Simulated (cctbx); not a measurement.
## K3NdAs2 across an absorption edge

Space group P-3m1 (no. 164), a = 5.6580 Å, b = 5.6580 Å, c = 9.2260 Å, α = 90.00°, β = 90.00°, γ = 120.00°.

| atom | mult. | x | y | z | Ueq (Å²) |
| --- | --- | --- | --- | --- | --- |
| Nd1 | 1 | 0 | 0 | 0 | 0.0086 |
| As1 | 2 | 1/3 | 2/3 | 0.2497 | 0.0122 |
| K1 | 1 | 0 | 0 | 1/2 | 0.0178 |
| K2 | 2 | 1/3 | 2/3 | 0.6549 | 0.0138 |

This is a model crystal, built by substitution and not relaxed, with assumed displacement parameters.

Calculated with cctbx: free-atom f′ and f″ from the Sasaki tables, no fine structure; amplitudes in electrons.

| E (eV) | F 0 1 1 | F 1 0 2 | F 1 0 3 | F 2 0 0 |
| --- | --- | --- | --- | --- |
| 5608 | 66.0 | 66.7 | 62.3 | 14.7 |
| 5958 | 63.6 | 64.6 | 60.0 | 12.8 |
| 6088 | 61.9 | 62.9 | 58.3 | 11.2 |
| 6148 | 60.2 | 61.3 | 56.7 | 9.7 |
| 6178 | 58.8 | 59.9 | 55.3 | 8.3 |
| 6193 | 57.2 | 58.4 | 53.8 | 6.8 |
| 6200 | 55.9 | 57.0 | 52.4 | 5.6 |
| 6204 | 54.4 | 55.6 | 51.0 | 4.2 |
| 6212 | 54.9 | 56.2 | 51.6 | 9.5 |
| 6216 | 56.6 | 57.8 | 53.2 | 10.2 |
| 6223 | 58.0 | 59.2 | 54.6 | 11.0 |
| 6238 | 59.5 | 60.8 | 56.1 | 11.9 |
| 6268 | 61.0 | 62.2 | 57.5 | 12.9 |
| 6358 | 62.8 | 64.1 | 59.3 | 14.3 |
| 6608 | 63.5 | 64.8 | 59.9 | 14.7 |

**Question.** Which edge is crossed, and why do the reflections move as they do?

The L3 edge of Nd. The edge is at 6208 eV. f′ of Nd falls from -11.8 e at 6088 eV to -19.3 e at 4 eV below it, and f″ steps from 3.56 to 10.63 e across it. Over that approach |F| changes by -12 % (0 1 1), -12 % (1 0 2), -13 % (1 0 3) and -62 % (2 0 0): a reflection falls where Nd scatters in phase with the total and rises where it scatters against it; it hardly moves where the Nd term is small or cancels by symmetry. Above the edge the larger f″ enters the imaginary part, where it can add to or cancel the other atoms' f″. The structure is centrosymmetric, so Friedel mates stay equal.
